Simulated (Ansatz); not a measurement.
# LiZnF3 in R-3c, a phase reached by a soft mode: following an unstable mode, part 2 of 3

Aim: this structure of LiZnF3 in R-3c, a phase reached by a soft mode is to be tested for unstable modes, and one is followed downhill.

Ansatz 0.2.0; DFT PBEsol, scalar-relativistic, plane waves, PAW; PAW set soft_1.

So far. Step 4 (The mode frozen in, largest atomic shift 0.6 Å): The run ends at a pressure of -1.89 GPa, with forces up to 0.20 eV/Å. Step 5 (Energy along the mode, all amplitudes (two of the runs …): The lowest of the steps tried is the last one, at 0.6 Å, 15.2 meV/atom below the parent; the bottom of the well need not coincide with a step.

The structure was built from a prototype and need not be the compound's stable phase.

## (6) Relaxing from the distorted cell

Starting from the lowest point found, all atoms and the cell are let go, so that strain and other modes of the same symmetry can join in.

input.yaml

```yaml
crystal:
  lattice:
    - [2.5913554486, 1.4961197658, 4.6156195409]
    - [-2.5913554486, 1.4961197658, 4.6156195409]
    - [0.0, -2.9922395316, 4.6156195409]
  atoms:
    - { symbol: Li, position: [0.7933311278, 0.7933311278, 0.7933311278] }
    - { symbol: Li, position: [0.2933311278, 0.2933311278, 0.2933311278] }
    - { symbol: Zn, position: [0.5020331956, 0.5020331956, 0.5020331956] }
    - { symbol: Zn, position: [0.0020331956, 0.0020331956, 0.0020331956] }
    - { symbol: F, position: [0.2263603201, 0.8947041156, 0.6061100483] }
    - { symbol: F, position: [0.7263603201, 0.1061100483, 0.3947041156] }
    - { symbol: F, position: [0.6061100483, 0.2263603201, 0.8947041156] }
    - { symbol: F, position: [0.3947041156, 0.7263603201, 0.1061100483] }
    - { symbol: F, position: [0.8947041156, 0.6061100483, 0.2263603201] }
    - { symbol: F, position: [0.1061100483, 0.3947041156, 0.7263603201] }
kpoints:
  mp_grid: { grid: [6, 6, 6] }
hamiltonian:
  xc: pbesol
  pseudopotentials: { kind: paw, azcp: { folder: soft_1 }, xc_functional: pbe }
scf:
  occupations: { method: fixed }
output:
  forces: true
  stress: true
  eigenvalues: true
relax:
  adjacent_minimum: "off"
  f_tol: 0.002
  max_steps: 120
  cell: { stress_tol: 0.03 }
```

On the command line:

```console
> ansatz run input.yaml --threads 4 --pin off --max-ram 16384MiB --backend cpu --events-out ev --progress --plain --runs-dir out
```

Numbers of over 12 decimals in the logs are rounded to 6 here.

The log of the run:

```text
[...]
Crystal: 10 atoms, lattice volume = 107.368 Å³
Basis set: ecut = 420 eV, 2109 PW (Γ), exchange–correlation on 80×80×80 points (8 copies of the dense FFT grid, shifted against one another)
Bands: 46, of which v1, the nominal top of the filled ones, is band 36 counted from 1 (35 counted from 0)
Symmetry: 6 space group operations
[...]
k-points: 32 of 216 (time reversal used)
[...]
SCF iter   1: F=—  HF=-11788.665854 eV  |F-HF|=—  |Δ(HF+E_count)|=         —  Δρ=1.97e-1  dr2=2.52e1  ethr=3.10e-3  ⟨swp⟩=4.6  Hψ=6052  notcnv=0  defer=253
[...]
SCF iter  10: F=-11779.196644 eV  HF=-11779.196644 eV  |F-HF|=4.74e-9  |Δ(HF+E_count)|=   2.31e-7  Δρ=2.23e-6  dr2=4.66e-9  ethr=1.39e-10  ⟨swp⟩=11.8  Hψ=8092  notcnv=0
SCF 1 converged in 10 iterations: F = -11779.196644 eV  dr2 = 4.66e-9
[...]
relax step   1: F+E_penalty+E_count = -11779.19664423 eV  Δ(F+E_penalty+E_count) = +0.000e0 eV  max|allowed force component| = 1.987e-1 eV/Å  Δτ_max = 0.0000 Å  P = -1.889 GPa  Ω = 107.368 Å³  (10 SCF iters, dr2 threshold 1.00e-7 eV, accepted)
Crystal: 10 atoms, lattice volume = 106.180 Å³
Basis set: ecut = 420 eV, 2091 PW (Γ), exchange–correlation on 80×80×80 points (8 copies of the dense FFT grid, shifted against one another)
[...]
iter 1 solved again at ethr=1.36e-5 eV; its pass at ethr=3.10e-3 eV (dr2=9.82e-3 eV) is discarded
[...]
SCF iter   6: F=-11779.233330 eV  HF=-11779.233330 eV  |F-HF|=1.62e-7  |Δ(HF+E_count)|=   1.11e-6  Δρ=2.01e-5  dr2=4.88e-7  ethr=1.39e-9  ⟨swp⟩=9.7  Hψ=8315  notcnv=0
SCF 2 converged in 6 iterations: F = -11779.233330 eV  dr2 = 4.88e-7
relax step   2: F+E_penalty+E_count = -11779.23333031 eV  Δ(F+E_penalty+E_count) = -3.669e-2 eV  max|allowed force component| = 1.787e-1 eV/Å  Δτ_max = 0.0183 Å  P = -1.136 GPa  Ω = 106.180 Å³  energy of the carried Pulay correction = +3.853e-3 eV  (6 SCF iters, dr2 threshold 1.00e-6 eV, accepted)
Crystal: 10 atoms, lattice volume = 103.068 Å³
Basis set: ecut = 420 eV, 2049 PW (Γ), exchange–correlation on 80×80×80 points (8 copies of the dense FFT grid, shifted against one another)
[...]
SCF iter   7: F=-11779.275854 eV  HF=-11779.275854 eV  |F-HF|=1.83e-7  |Δ(HF+E_count)|=   2.35e-6  Δρ=1.91e-5  dr2=3.97e-7  ethr=1.39e-9  ⟨swp⟩=10.9  Hψ=7749  notcnv=0
SCF 3 converged in 7 iterations: F = -11779.275854 eV  dr2 = 3.97e-7
relax step   3: F+E_penalty+E_count = -11779.27585374 eV  Δ(F+E_penalty+E_count) = -4.252e-2 eV  max|allowed force component| = 1.545e-1 eV/Å  Δτ_max = 0.0477 Å  P = +0.534 GPa  Ω = 103.068 Å³  energy of the carried Pulay correction = +1.416e-2 eV  (7 SCF iters, dr2 threshold 1.00e-6 eV, accepted)
[...]
relax step   4: F+E_penalty+E_count = -11779.27944883 eV  Δ(F+E_penalty+E_count) = -3.595e-3 eV  max|allowed force component| = 1.179e-1 eV/Å  Δτ_max = 0.0108 Å  P = +0.263 GPa  Ω = 103.215 Å³  energy of the carried Pulay correction = +1.366e-2 eV  (6 SCF iters, dr2 threshold 1.00e-6 eV, accepted)
[...]
relax step   5: F+E_penalty+E_count = -11779.28422537 eV  Δ(F+E_penalty+E_count) = -4.777e-3 eV  max|allowed force component| = 7.565e-3 eV/Å  Δτ_max = 0.0285 Å  P = +0.080 GPa  Ω = 103.175 Å³  energy of the carried Pulay correction = +1.380e-2 eV  (7 SCF iters, dr2 threshold 8.68e-7 eV, accepted)
[...]
relax step   6: F+E_penalty+E_count = -11779.28392210 eV  Δ(F+E_penalty+E_count) = +3.033e-4 eV  max|allowed force component| = 3.845e-3 eV/Å  Δτ_max = 0.0034 Å  P = -0.035 GPa  Ω = 103.289 Å³  energy of the carried Pulay correction = +1.342e-2 eV  (5 SCF iters, dr2 threshold 2.91e-8 eV, accepted)
[...]
relax step   7: F+E_penalty+E_count = -11779.28400778 eV  Δ(F+E_penalty+E_count) = -8.568e-5 eV  max|allowed force component| = 6.035e-4 eV/Å  Δτ_max = 0.0009 Å  P = -0.002 GPa  Ω = 103.267 Å³  energy of the carried Pulay correction = +1.349e-2 eV  (6 SCF iters, dr2 threshold 3.00e-9 eV, accepted)
[...]
relax step   8: F+E_penalty+E_count = -11779.27330765 eV  Δ(F+E_penalty+E_count) = +1.070e-2 eV  max|allowed force component| = 1.570e-3 eV/Å  Δτ_max = 0.0000 Å  P = -0.190 GPa  Ω = 103.267 Å³  stress off target by 2.15e-1 GPa  SCF on the basis re-selected at this cell (its energy is not comparable with the rows above)  (7 SCF iters)
[...]
relax step   9: F+E_penalty+E_count = -11779.27434318 eV  Δ(F+E_penalty+E_count) = -1.036e-3 eV  max|allowed force component| = 1.205e-3 eV/Å  Δτ_max = 0.0023 Å  P = +0.013 GPa  Ω = 103.006 Å³  energy of the carried Pulay correction = +8.738e-4 eV  (6 SCF iters, dr2 threshold 1.16e-7 eV, accepted)
[...]
SCF iter   1: F=—  HF=-11779.273595 eV  |F-HF|=—  |Δ(HF+E_count)|=         —  Δρ=2.18e-5  dr2=8.65e-8  ethr=2.36e-7  ⟨swp⟩=3.1  Hψ=9160  notcnv=0  defer=256
eigensolver tolerance schedule: the retry pair's looser diagonalisation over-reported the residual by 1960.85 of it (diagonalisation noise at 0.18 of the residual, at the tolerance the schedule requests for it); recorded, not acted on — ethr = c·dr2/N_el stays at c = 1.0e-1
[...]
SCF iter   2: F=—  HF=-11779.273594 eV  |F-HF|=—  |Δ(HF+E_count)|=   5.54e-7  Δρ=1.29e-5  dr2=5.79e-8  ethr=1.20e-10  ⟨swp⟩=2.7  Hψ=2699  notcnv=0  defer=225
[...]
SCF iter   6: F=-11779.273594 eV  HF=-11779.273594 eV  |F-HF|=1.64e-11  |Δ(HF+E_count)|=  2.29e-10  Δρ=1.34e-7  dr2=1.18e-11  ethr=1.00e-12  ⟨swp⟩=10.9  Hψ=8751  notcnv=0
SCF 10 converged in 6 iterations: F = -11779.273594 eV  dr2 = 1.18e-11
relax step  10: F+E_penalty+E_count = -11779.27359436 eV  Δ(F+E_penalty+E_count) = +7.488e-4 eV  max|allowed force component| = 1.148e-3 eV/Å  Δτ_max = 0.0000 Å  P = +0.004 GPa  Ω = 103.006 Å³  stress off target by 1.40e-2 GPa  SCF on the basis re-selected at this cell (its energy is not comparable with the rows above)  (6 SCF iters)
[...]
SCF converged after 6 iterations
Free energy (F): -11779.273594 eV
[...]
Internal energy: -11779.273594 eV  (E = F + TS)
E sigma→0 (E₀):  -11779.273594 eV
Fermi energy:    2.927250 eV
[...]
--- Forces (eV/Å), atoms counted from 1 ---
  atom   1  Li     0.00000000     0.00000000    -0.00113750
  atom   2  Li    -0.00000000    -0.00000000    -0.00113750
  atom   3  Zn    -0.00000000    -0.00000000     0.00046138
  atom   4  Zn     0.00000000    -0.00000000     0.00046138
  atom   5  F     -0.00114814    -0.00019656     0.00022545
  atom   6  F     -0.00074429    -0.00089604     0.00022545
  atom   7  F      0.00074429    -0.00089604     0.00022545
  atom   8  F      0.00114814    -0.00019656     0.00022545
  atom   9  F      0.00040385     0.00109259     0.00022545
  atom  10  F     -0.00040385     0.00109259     0.00022545
  max |Σ_I F_I| component: 4.53e-7 eV/Å
--- Stress (GPa, compression-positive) ---
       -0.000655      -0.000000      -0.000000
       -0.000000      -0.000655       0.000000
       -0.000000       0.000000       0.013997
  P = ⅓ Tr σ = 0.0042 GPa (0.042 kbar)
--- Band table (eV; the first three rows and the last of 32) ---
  k-point 0: bands = [... 32 lower, 2.0526, 2.0526, 2.9273, 2.9273, 7.2660, 11.9522, 13.6219, 14.8221, ... 6 higher]
  k-point 1: bands = [... 32 lower, 2.0451, 2.1167, 2.8385, 2.8424, 7.6734, 11.8609, 13.3940, 14.2119, ... 6 higher]
  k-point 2: bands = [... 32 lower, 2.0811, 2.2490, 2.5866, 2.6490, 8.6655, 11.0793, 13.6628, 13.6697, ... 6 higher]
  k-point 31: bands = [... 32 lower, 2.3532, 2.3532, 2.3532, 2.3532, 9.6307, 9.6307, 14.0991, 14.0991, ... 6 higher]
--- Relaxed structure (8 steps of the walk, 8 accepted, 2 SCFs on fresh bases) ---
  F+E_penalty+E_count = -11779.27359436 eV   max|allowed force component| = 1.148e-3 eV/Å   (the final SCF, on the basis selected at the relaxed cell)
  cell:  # Å, volume = 103.0057 Å³
    - [2.542379, 1.467843, 4.600342]
    - [-2.542379, 1.467843, 4.600342]
    - [0, -2.935686, 4.600342]
  atoms:
    - { symbol: Li, position: [0.798579, 0.798579, 0.798579] }
    - { symbol: Li, position: [0.298579, 0.298579, 0.298579] }
    - { symbol: Zn, position: [0.505808, 0.505808, 0.505808] }
    - { symbol: Zn, position: [0.00580843, 0.00580843, 0.00580843] }
    - { symbol: F, position: [0.213406, 0.906684, 0.598062] }
    - { symbol: F, position: [0.713406, 0.098062, 0.406684] }
    - { symbol: F, position: [0.598062, 0.213406, 0.906684] }
    - { symbol: F, position: [0.406684, 0.713406, 0.098062] }
    - { symbol: F, position: [0.906684, 0.598062, 0.213406] }
    - { symbol: F, position: [0.098062, 0.406684, 0.713406] }
```

Elapsed: 32 s, on 4 threads of Intel Xeon Platinum 8375C at 2.90GHz (Ice Lake), shared host; peak memory 0.57 GiB; 2 min of CPU time.

Relaxation path:

| step | energy less that of the first step (eV) | largest force component (eV/Å) | pressure (GPa) | volume (Å³) |
| --- | --- | --- | --- | --- |
| 1 | 0.0000 | 0.1987 | -1.89 | 107.37 |
| 2 | -0.0367 | 0.1787 | -1.14 | 106.18 |
| 3 | -0.0792 | 0.1545 | 0.53 | 103.07 |
| 4 | -0.0828 | 0.1179 | 0.26 | 103.21 |
| 5 | -0.0876 | 0.0076 | 0.08 | 103.17 |
| 6 | -0.0873 | 0.0038 | -0.03 | 103.29 |
| 7 | -0.0874 | 0.0006 | 0.00 | 103.27 |
| 8* | -0.0767 | 0.0016 | -0.19 | 103.27 |
| 9 | -0.0777 | 0.0012 | 0.01 | 103.01 |
| 10* | -0.0770 | 0.0011 | 0.00 | 103.01 |

Relaxation steps marked * repeat the geometry before them on a plane-wave basis chosen anew for their cell, so energy and pressure can jump there.

Forces are held to the 6 operations that the run works with; a distortion that breaks them can't arise in this run.

| conventional cell, symmetrised | before | after | change |
| --- | --- | --- | --- |
| a (Å) | 5.183 | 5.085 | -1.9 % |
| b (Å) | 5.183 | 5.085 | -1.9 % |
| c (Å) | 13.847 | 13.801 | -0.3 % |
| volume (Å³/atom) | 10.74 | 10.30 | -4.1 % |

The atoms that moved most (Å, as changes of fractional coordinates times the final cell):

| atom | dx | dy | dz | length |
| --- | --- | --- | --- | --- |
| F6 | -0.012 | -0.066 | -0.042 | 0.079 |
| F7 | 0.012 | -0.066 | -0.042 | 0.079 |
| F10 | -0.051 | 0.044 | -0.042 | 0.079 |
| F9 | 0.051 | 0.044 | -0.042 | 0.079 |
| F8 | 0.063 | 0.022 | -0.042 | 0.079 |
| F5 | -0.063 | 0.022 | -0.042 | 0.079 |
| Li1 | 0.000 | 0.000 | 0.072 | 0.072 |
| Li2 | 0.000 | 0.000 | 0.072 | 0.072 |

Final coordinates:

```cif
data_structure
_symmetry_space_group_name_H-M 'P 1'
_symmetry_Int_Tables_number 1
_cell_length_a 5.4572
_cell_length_b 5.4572
_cell_length_c 5.4572
_cell_angle_alpha 55.533
_cell_angle_beta 55.533
_cell_angle_gamma 55.533
_cell_volume 103.01
loop_
_atom_site_label
_atom_site_type_symbol
_atom_site_fract_x
_atom_site_fract_y
_atom_site_fract_z
_atom_site_occupancy
Li1 Li 0.79858 0.79858 0.79858 1
Li2 Li 0.29858 0.29858 0.29858 1
Zn3 Zn 0.50581 0.50581 0.50581 1
Zn4 Zn 0.00581 0.00581 0.00581 1
F5 F 0.21341 0.90668 0.59806 1
F6 F 0.71341 0.09806 0.40668 1
F7 F 0.59806 0.21341 0.90668 1
F8 F 0.40668 0.71341 0.09806 1
F9 F 0.90668 0.59806 0.21341 1
F10 F 0.09806 0.40668 0.71341 1
```

Numbers from this step:

- pressure: 0.004229 GPa
- gap on the k-mesh: 4.339 eV
- volume per atom: 10.30 Å³

The distorted start has space group R3c; the relaxation ends in R3c.

## (7) The new phase in its own primitive cell

The relaxed structure is symmetrised, reduced to its primitive cell and relaxed tightly, as its phonons need.

input.yaml

```yaml
crystal:
  lattice:
    - [2.54237892, 1.4678431539, 4.600341919]
    - [-2.54237892, 1.4678431539, 4.600341919]
    - [0.0, -2.9356863077, 4.600341919]
  atoms:
    - { symbol: Li, position: [0.2014207178, 0.2014207178, 0.2014207178] }
    - { symbol: Li, position: [0.7014207178, 0.7014207178, 0.7014207178] }
    - { symbol: Zn, position: [0.4941915707, 0.4941915707, 0.4941915707] }
    - { symbol: Zn, position: [0.9941915707, 0.9941915707, 0.9941915707] }
    - { symbol: F, position: [0.4019384578, 0.093316199, 0.7865942472] }
    - { symbol: F, position: [0.593316199, 0.9019384578, 0.2865942472] }
    - { symbol: F, position: [0.093316199, 0.7865942472, 0.4019384578] }
    - { symbol: F, position: [0.9019384578, 0.2865942472, 0.593316199] }
    - { symbol: F, position: [0.7865942472, 0.4019384578, 0.093316199] }
    - { symbol: F, position: [0.2865942472, 0.593316199, 0.9019384578] }
kpoints:
  mp_grid: { grid: [6, 6, 6] }
hamiltonian:
  xc: pbesol
  pseudopotentials: { kind: paw, azcp: { folder: soft_1 }, xc_functional: pbe }
scf:
  occupations: { method: fixed }
output:
  forces: true
  stress: true
  eigenvalues: true
relax:
  adjacent_minimum: "off"
  f_tol: 0.001
  max_steps: 60
  cell: { stress_tol: 0.01 }
```

The log of the run:

```text
[...]
Crystal: 10 atoms, lattice volume = 103.006 Å³
Basis set: ecut = 420 eV, 2049 PW (Γ), exchange–correlation on 80×80×80 points (8 copies of the dense FFT grid, shifted against one another)
Bands: 46, of which v1, the nominal top of the filled ones, is band 36 counted from 1 (35 counted from 0)
Symmetry: 6 space group operations
[...]
k-points: 32 of 216 (time reversal used)
[...]
- { symbol: Zn, position: [0.494186, 0.494186, 0.494186] }
    - { symbol: Zn, position: [0.994186, 0.994186, 0.994186] }
    - { symbol: F, position: [0.401920, 0.093306, 0.786622] }
    - { symbol: F, position: [0.593306, 0.901920, 0.286622] }
    - { symbol: F, position: [0.093306, 0.786622, 0.401920] }
    - { symbol: F, position: [0.901920, 0.286622, 0.593306] }
    - { symbol: F, position: [0.786622, 0.401920, 0.093306] }
    - { symbol: F, position: [0.286622, 0.593306, 0.901920] }
[key lines of the parts left out:]
SCF converged after 7 iterations
Free energy (F): -11779.273588 eV
Fermi energy:    2.926869 eV
P = ⅓ Tr σ = 0.0024 GPa (0.024 kbar)
```

Run time: 10 s. Hardware: 4 threads; peak memory 0.55 GiB.

Little changed from the start: no atom moved by 0.005 Å and no cell edge by 0.1 %.

Numbers from this step:

| Item | Value |
| --- | --- |
| pressure | 0.002363 GPa |
| direct gap on mesh | 4.339 eV |

The largest force component left is 0.64 meV/Å and the pressure is 0.002 GPa, within the tolerances set. The cell now holds 10.30 Å³/atom.

[end of part 2 of 3]

[Logs are printed without paths, hosts, clocks, repeated set-up lines and the standing remarks that a program may print on its own settings, such as how far it seeks lower states.]

[Hosts, paths, dates, database ids (printed as entryN), source tags and the programs' standing remarks are cut or masked in the printed files.]
